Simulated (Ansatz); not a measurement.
```xyz
5
Lattice="5.970 0.000 0.000 0.000 5.970 0.000 0.000 0.000 5.970" Properties=species:S:1:pos:R:3 pbc="T T T" subject="Quasiparticle gap of K3SCl (antiperovskite) (Pm-3m)" method="DFT, PBE, plane waves, PAW (and 1 further level or step)" program="Ansatz 0.2.0" settings_of_one_run="cutoff 420 eV, 4×4×4 k-mesh, smearing width 0.02 eV, default PAW, PAW set soft 2" cost="3 runs, 57 s in all on 4 threads of Arm Neoverse V2, shared host (the runs of this entry)" notes="The structure was built from a prototype and need not be the compound’s stable phase. The start is a generated structure, not a measured one. The structure type comes from a generator and need not be one that this composition takes. From 124 bands and 36 eV to 655 bands and 120 eV the gap moves by 3.513 − 3.186 = +0.327 eV (rung by rung 3.186, 3.375, 3.513 eV); bands and screening cutoff rise together, so their parts are not told apart. An edge row is in doubt in the run with 655 bands, so no limit is drawn and it is not known. With the plasmon pole model in place of the contour deformation model and all else as in the G0W0@PBE row with 655 bands, the gap differs by 3.650 − 3.513 = +0.137 eV. The program doubts an edge level of G0W0@PBE with 655 bands (2×2×2, soft_2 PAW). For the G0W0 step: the program marks 8 of the 16 corrected levels as in doubt (energies apart, Σc rises), among them the valence top. G0W0@PBE runs of this series with other atomic data on the same mesh, not shown as steps, give 3.552 eV (hard PAW, 660 eV, 961 bands, screening to 156 eV); where bands and cutoffs differ too, the part of the files is not isolated." pbe_gap_over_mesh_and_path="1.832 eV, direct, at k = Γ" g0w0_pbe_gap_over_all_4_irreducible_mesh_points="3.513 eV, direct, at k = Γ" gw_settings="2×2×2 mesh, 635 empty bands, screening to 120 eV" known_limits="finite bands, screening cutoff and k mesh; no spin-orbit coupling in G0W0; screening cutoff under 40 eV in some runs"
Cl    0.000    0.000    0.000
S     2.985    2.985    2.985
K     2.985    2.985    0.000
K     2.985    0.000    2.985
K     0.000    2.985    2.985
```

[Paths, hosts, dates, memory and timing lines, banners, echoed tables and standing remarks are left out of the program output.]

[Logs are printed without paths, hosts, clocks, repeated set-up lines and the standing remarks that a program may print on its own settings, such as how far it seeks lower states.]

[Runs of the session that timed out or met a known fault of the program may be left out.]

[Cells called generated may have been cut or substituted from an entry of the Crystallography Open Database or the Materials Project.]

[Hosts, paths, dates, database ids (printed as entryN), source tags and the programs' standing remarks are cut or masked in the printed files.]
